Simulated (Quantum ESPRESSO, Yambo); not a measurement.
# A GW chain in Yambo: BaTiO3 (P4mm), part 3 of 3

Wanted: ground state, empty states, screening and self-energy for BaTiO3 (P4mm).

Quantum ESPRESSO 7.5 and Yambo 5.3.0; PBE and many-body steps on it, plane waves. Known limits of the many-body steps: not at the basis limit; coarse k mesh.

So far. Step 3 (Bands along the symmetry lines): The gap is 1.844 eV, as in the run before at this level. Step 4 (Empty states on the mesh, 4×4×4 mesh, 258 bands): On this mesh the gap is 1.844 eV.

The database entry behind the starting cell differs from later determinations by our own check (c/a about 0.6 % short), so it need not match the best structure at ambient conditions.

### Step 6. Screening and self-energy, 4×4×4 mesh, 258 bands, screening to 136.1 eV

G0W0 replaces the xc potential by the self-energy, built once from these orbitals. Only a window of levels is corrected, while the sums run over the empty bands that the input names.

This step: G0W0 on PBE with spin-orbit coupling, plane waves, norm-conserving pseudopotentials.

gw4.in reads:

```
HF_and_locXC
gw0
dyson
ppa
em1d
rim_cut
RandQpts= 1000000
RandGvec= 1 RL
EXXRLvcs= 76 Ry
VXCRLvcs= 304 Ry
Chimod= "HARTREE"
% BndsRnXp
 1 | 258 |
%
NGsBlkXp= 10 Ry
% LongDrXp
 1 | 1 | 1 |
%
% GbndRnge
 1 | 258 |
%
DysSolver= "n"
ExtendOut
PPAPntXp= 27.21138 eV
% QPkrange
 18 | 18 | 37 | 44 |
 1 | 1 | 37 | 44 |
%
```

The run is started by

```console
$ OMP_NUM_THREADS=1 mpirun -n 4 yambo -F gw4.in -J gw4 -C gw4 > gw4.log
```

Output:

```text
 Yambo, version 5.3.0

 [02] CORE Variables Setup
 =========================

  [... cell, symmetries and grids as in the set-up ...]

  [02.05] Energies & Occupations
  ==============================

  [X] === General ===
  [X] Electronic Temperature                        :  0.000000  0.000000 [eV K]
  [X] Bosonic    Temperature                        :  0.000000  0.000000 [eV K]
  [X] Finite Temperature mode                       : no
  [X] El. density                                   :  0.62226E+24 [cm-3]
  [X] Fermi Level                                   :  10.42881 [eV]

  [X] === Gaps and Widths ===
  [X] Conduction Band Min                           :  1.844313 [eV]
  [X] Valence Band Max                              :  0.000000 [eV]
  [X] Filled Bands                                  :   40
  [X] Empty Bands                                   :   41  258
  [X] Direct Gap                                    :  2.140059 [eV]
  [X] Direct Gap localized at k                     :  1
  [X] Indirect Gap                                  :  1.844313 [eV]
  [X] Indirect Gap between kpts                     :  18   1
  [X] Last valence band width                       :  0.919738 [eV]
  [X] 1st conduction band width                     :  2.384173 [eV]

 [03] Transferred momenta grid and indexing
 ==========================================

 IBZ Q-points                                      :  18
 BZ  Q-points                                      :   64

 K/Q-points units:
 rlu = crystal or reduced units; cc = cartesian coordinates; iku = interal k-units

 Q [ 1]         [rlu]:  0.000000  0.000000  0.000000
 Q [ 2]         [rlu]:  0.000000  0.000000  0.250000
 Q [ 3]         [rlu]:  0.000000  0.000000 -0.500000
 Q [ 4]         [rlu]:  0.000000  0.250000  0.000000
 Q [ 5]         [rlu]:  0.000000  0.250000  0.250000
 Q [ 6]         [rlu]:  0.000000  0.250000 -0.500000
 Q [ 7]         [rlu]:  0.000000 -0.500000  0.000000
 Q [ 8]         [rlu]:  0.000000 -0.500000  0.250000
 Q [ 9]         [rlu]:  0.000000 -0.500000 -0.500000
 Q [10]         [rlu]:  0.250000  0.250000  0.000000
     [... 6 further rows ...]
 Q [17]         [rlu]: -0.500000 -0.500000  0.250000
 Q [18]         [rlu]: -0.500000 -0.500000 -0.500000

 [04] Coloumb potential Random Integration (RIM)
 ===============================================

  [04.01] RIM initialization
  ==========================

  * Diagonal components only detected *

  8 x (sBL volume)        :  0.071477 [a.u.]
  sBZ random points       :  1000000
  Points outside the sBZ  :   7992674
  RL volume               :  0.571816 [a.u.]
  Integrated volume       :  0.572340 [a.u.]

  [04.02] RIM integrals
  =====================

  Gamma point sphere radius             :  0.075279 [a.u.]
  Points outside the sphere             :   799805
  [Int_sBZ(q=0) 1/q^2]*(Vol_sBZ)^(-1/3) =:  7.678263
                                 should be <:  7.795600

  Summary of Coulomb integrals for non-metallic bands |Q|[au] RIM/Bare

  Q [1] 0.100000E-4 0.984948 * Q [2] 0.206876 1.047531
  Q [4] 0.207818 1.051805 * Q [5] 0.293234 1.049190
  Q [10] 0.293899 1.050618 * Q [11] 0.359408 1.035725
  Q [3] 0.413753 1.019729 * Q [7] 0.415636 1.019337
  Q [6] 0.463012 1.018201 * Q [8] 0.464275 1.017296
  Q [13] 0.464695 1.017702 * Q [12] 0.507512 1.016101
  Q [14] 0.508664 1.015336 * Q [9] 0.586468 1.011933
  Q [16] 0.587797 1.011712 * Q [15] 0.622200 1.010847
  Q [17] 0.623140 1.010401 * Q [18] 0.718817 1.008389

 [05] Dipoles
 ============

  [05.01] Setup: observables and procedures
  =========================================

  [WARNING] [x,Vnl] slows the Dipoles computation. To neglect it rename the ns.kb_pp file

 [06] Dynamic Dielectric Matrix (PPA)
 ====================================

 [WR./gw4//ndb.pp]---------------------------------------------------------------
  Brillouin Zone Q/K grids (IBZ/BZ)                :   18   64   18   64
  RL vectors                                       :   5983 [WF]
  Coulomb cutoff potential                         : none
  Electronic Temperature                           :  0.000000 [K]
  Bosonic    Temperature                           :  0.000000 [K]
  PPA    diel. fun.  energies                      : Perdew, Burke & Ernzerhof(X)+Perdew, Burke & Ernzerhof(C)
  wavefunctions                                    : Perdew, Burke & Ernzerhof(X)+Perdew, Burke & Ernzerhof(C)
  Global Gauge                                     : length
  X matrix size                                    :  253
  X band range                                     :    1  258
  X e/h energy range                               : -1.000000 -1.000000 [eV]
  X Time ordering                                  : R
  X Hxc Kernel                                     : HARTREE
  X Drude frequency                                :  0.000000  0.000000
  X poles                                          :  100.0000 [o/o]
  RL vectors in the sum                            :   5983
  [r,Vnl] included                                 : yes
  Field direction                                  :  0.577350E-5  0.577350E-5  0.577350E-5
  BZ energy Double Grid                            : no
  BZ energy DbGd points                            : 0
  BZ Q point size factor                           : -1.000000
  X Optical Averaged directions                    : none

 [07] Local Exchange-Correlation + Non-Local Fock
 ================================================

 [VXC] Plane waves :   38811
 [EXS] Plane waves :   4945

 QP @ state[ 1 ] K range:  1  1
 QP @ state[ 1 ] b range:   37   44
 QP @ state[ 2 ] K range:  18  18
 QP @ state[ 2 ] b range:   37   44

 [xc] Functional : Perdew, Burke & Ernzerhof(X)+Perdew, Burke & Ernzerhof(C)
 [xc] LIBXC used to calculate xc functional
  PP Number of Atomic Species                      :  3
  NLCC RL compoments                               :   38811
  PP Number of Atomic Species                      :  3
  NLCC RL compoments                               :   38811

 [xc] E_xc :  -21.67050 [Ha]
      E_xc :  -43.34101 [Ry]

  Local XC kind (lXC) : Perdew, Burke & Ernzerhof(X)+Perdew, Burke & Ernzerhof(C)
  Non-Local XC kind (nlXC) : Hartree-Fock

  Corrections @ K [1] :  [eV]
 <37|nlXC|37> = -24.53578 -0.26515E-18 <37|lXC|37> = -20.08087  0.000000
 <38|nlXC|38> = -24.53567  0.84767E-17 <38|lXC|38> = -20.08087 -0.18882E-15
 <39|nlXC|39> = -24.38345  0.82163E-17 <39|lXC|39> = -20.00553  0.84820E-17
 <40|nlXC|40> = -24.38344 -0.52740E-17 <40|lXC|40> = -20.00553 -0.22127E-17
 <41|nlXC|41> = -11.40355  0.16870E-18 <41|lXC|41> = -18.77834  0.70806E-16
 <42|nlXC|42> = -11.40355  0.27745E-17 <42|lXC|42> = -18.77834  0.37763E-15
 <43|nlXC|43> = -12.04618 -0.60178E-18 <43|lXC|43> = -19.04691 -0.19269E-16
 <44|nlXC|44> = -12.04617 -0.12926E-17 <44|lXC|44> = -19.04691  0.12354E-16

  Corrections @ K [18] :  [eV]
 <37|nlXC|37> = -24.89640 -0.29854E-19 <37|lXC|37> = -19.96091  0.64906E-16
 <38|nlXC|38> = -24.89639  0.65665E-17 <38|lXC|38> = -19.96091  0.70806E-16
 <39|nlXC|39> = -24.93956 -0.40456E-17 <39|lXC|39> = -19.98784  0.000000
 <40|nlXC|40> = -24.93956  0.13243E-18 <40|lXC|40> = -19.98784  0.18882E-15
 <41|nlXC|41> = -13.13879 -0.15063E-17 <41|lXC|41> = -21.86999 -0.19472E-15
 <42|nlXC|42> = -13.13879 -0.42329E-18 <42|lXC|42> = -21.86999  0.59743E-16
 <43|nlXC|43> = -13.26104  0.14081E-17 <43|lXC|43> = -21.89321 -0.47204E-16
 <44|nlXC|44> = -13.26104  0.29801E-18 <44|lXC|44> = -21.89321 -0.70806E-16

  [07.01] Hartree-Fock occupations report
  =======================================

  [Hartree-Fock] === General ===
  [Hartree-Fock] Electronic Temperature             :  0.000000  0.000000 [eV K]
  [Hartree-Fock] Bosonic    Temperature             :  0.000000  0.000000 [eV K]
  [Hartree-Fock] Finite Temperature mode            : no
  [Hartree-Fock] El. density                        :  0.62226E+24 [cm-3]
  [Hartree-Fock] Fermi Level                        :  10.42881 [eV]

  [Hartree-Fock] === Gaps and Widths ===
  [Hartree-Fock] Conduction Band Min                :  1.919054 [eV]
  [Hartree-Fock] Valence Band Max                   : -0.037230 [eV]
  [Hartree-Fock] Filled Bands                       :   40
  [Hartree-Fock] Empty Bands                        :   41  258
  [Hartree-Fock] Direct Gap                         :  2.419657 [eV]
  [Hartree-Fock] Direct Gap localized at k          :  2
  [Hartree-Fock] Indirect Gap                       :  1.956284 [eV]
  [Hartree-Fock] Indirect Gap between kpts          :  17   2
  [Hartree-Fock] Last valence band width            :  4.914487 [eV]
  [Hartree-Fock] 1st conduction band width          :  11.04063 [eV]

 [08] Dyson equation: Newton solver
 ==================================

  [08.01] G0W0 (W PPA)
  ====================

  [  GW  ] Bands range     :    1  258
  [GW/PPA] G damping       :  0.100000 [eV]

  QP @ state[ 1 ] K range:  1  1
  QP @ state[ 1 ] b range:   37   44
  QP @ state[ 2 ] K range:  18  18
  QP @ state[ 2 ] b range:   37   44

   Sc/G bands                                       :    1  258
   Sc/G damping                                     :  0.100000 ev
   Sc bands terminator                              : no
   Sx RL components                                 :   4945

   QP @ state[ 1 ] K range                          :  1  1
   QP @ state[ 1 ] b range                          :   37   44
   QP @ state[ 2 ] K range                          :  18  18
   QP @ state[ 2 ] b range                          :   37   44
   GF energies kind                                 : Perdew, Burke & Ernzerhof(X)+Perdew, Burke & Ernzerhof(C)
   GF WF`s kind                                     : Perdew, Burke & Ernzerhof(X)+Perdew, Burke & Ernzerhof(C)
   Xs energies kind                                 : Perdew, Burke & Ernzerhof(X)+Perdew, Burke & Ernzerhof(C)
   Xs WF`s kind                                     : Perdew, Burke & Ernzerhof(X)+Perdew, Burke & Ernzerhof(C)

 [11] Game Over & Game summary
```

Run time: 17 min. Hardware: 4 MPI ranks of Arm Neoverse V2, shared host; peak memory 5.5 GiB.

Numbers from this step:

- G0W0 gap on the points computed: 3.311 eV
- starting gap on the mesh: 1.844 eV
- k of the valence top: -0.5, -0.5, -0.5
- k of the conduction bottom: 0, 0, 0
- least direct G0W0 gap on the computed points: 3.615 eV
- Z at the valence top: 0.7633
- Z at the conduction bottom: 0.7775

The gap on the mesh goes from 1.84 eV to 3.31 eV, a correction of +1.47 eV.

Limits: finite bands, cutoff and mesh; coarse k mesh. v1 is the top filled band, c1 the lowest empty one. The levels before and after the correction (eV, zero at the valence-band top of each column):

```tsv
	conduction bottom	valence top
Kohn-Sham	1.84	0.00
G0W0	3.31	0.00
```

```tsv
	level	energy (eV)
Kohn-Sham	Γ v3	-0.322
Kohn-Sham	Γ v2-v1	-0.296
Kohn-Sham	Γ c1-c2	1.844
Kohn-Sham	Γ c3	2.149
Kohn-Sham	(-0.5 -0.5 -0.5) v3	-0.135
Kohn-Sham	(-0.5 -0.5 -0.5) v2-v1	0.000
Kohn-Sham	(-0.5 -0.5 -0.5) c1-c2	4.228
Kohn-Sham	(-0.5 -0.5 -0.5) c3	4.248
G0W0	Γ v3	-0.335
G0W0	Γ v2-v1	-0.304
G0W0	Γ c1-c2	3.311
G0W0	Γ c3	3.645
G0W0	(-0.5 -0.5 -0.5) v3	-0.161
G0W0	(-0.5 -0.5 -0.5) v2-v1	0.000
G0W0	(-0.5 -0.5 -0.5) c1-c2	5.989
G0W0	(-0.5 -0.5 -0.5) c3	6.046
```

### Step 7. Where the time went

Times are wall times on the hardware named with each run, good to a factor of about two.

```tsv
step	time	share	memory (GiB)
ground state	1.9 min	8 %	0.85
bands along the symmetry lines	53 s	4 %	0.45
empty states on the mesh	2.4 min	11 %	1.1
conversion and set-up	4 s	0 %	0.25
screening and self-energy	17 min	77 %	5.5
```

### Step 8. Results

| Item | Value |
| --- | --- |
| PBE gap | 1.84 eV, indirect |
| G0W0 gap on the mesh | 3.31 eV |
| GW settings | 4×4×4 mesh, 258 bands, screening to 136.1 eV, Godby-Needs plasmon pole |
| known limits | not at the basis limit; coarse k mesh |

In words: G0W0 moves the gap on the mesh from 1.84 eV to 3.31 eV (+1.47 eV), with Z of 0.76 and 0.78 at the edges. Only 2 of the mesh's irreducible points were corrected, so a valley elsewhere could overtake. The dearest step here is «screening and self-energy». Bands and cutoff are finite, so the gap is not at the basis limit. The miss can reach some tenths of an eV and take either sign; the mesh is an error of its own. In the G0W0 run levels were corrected at 2 k points alone, so a gap called «on the mesh» is the least over those, and an edge elsewhere would be missed. The 4×4×4 mesh is coarse for this cell, which bears on the long-range parts of exchange and screening.

[Paths, hosts, dates, memory and timing lines, banners, echoed tables and standing remarks are left out of the program output.]

[Logs are printed without paths, hosts, clocks, repeated set-up lines and the standing remarks that a program may print on its own settings, such as how far it seeks lower states.]

[Runs of the session that timed out or met a known fault of the program may be left out.]

[Hosts, paths, dates, database ids (printed as entryN), source tags and the programs' standing remarks are cut or masked in the printed files.]
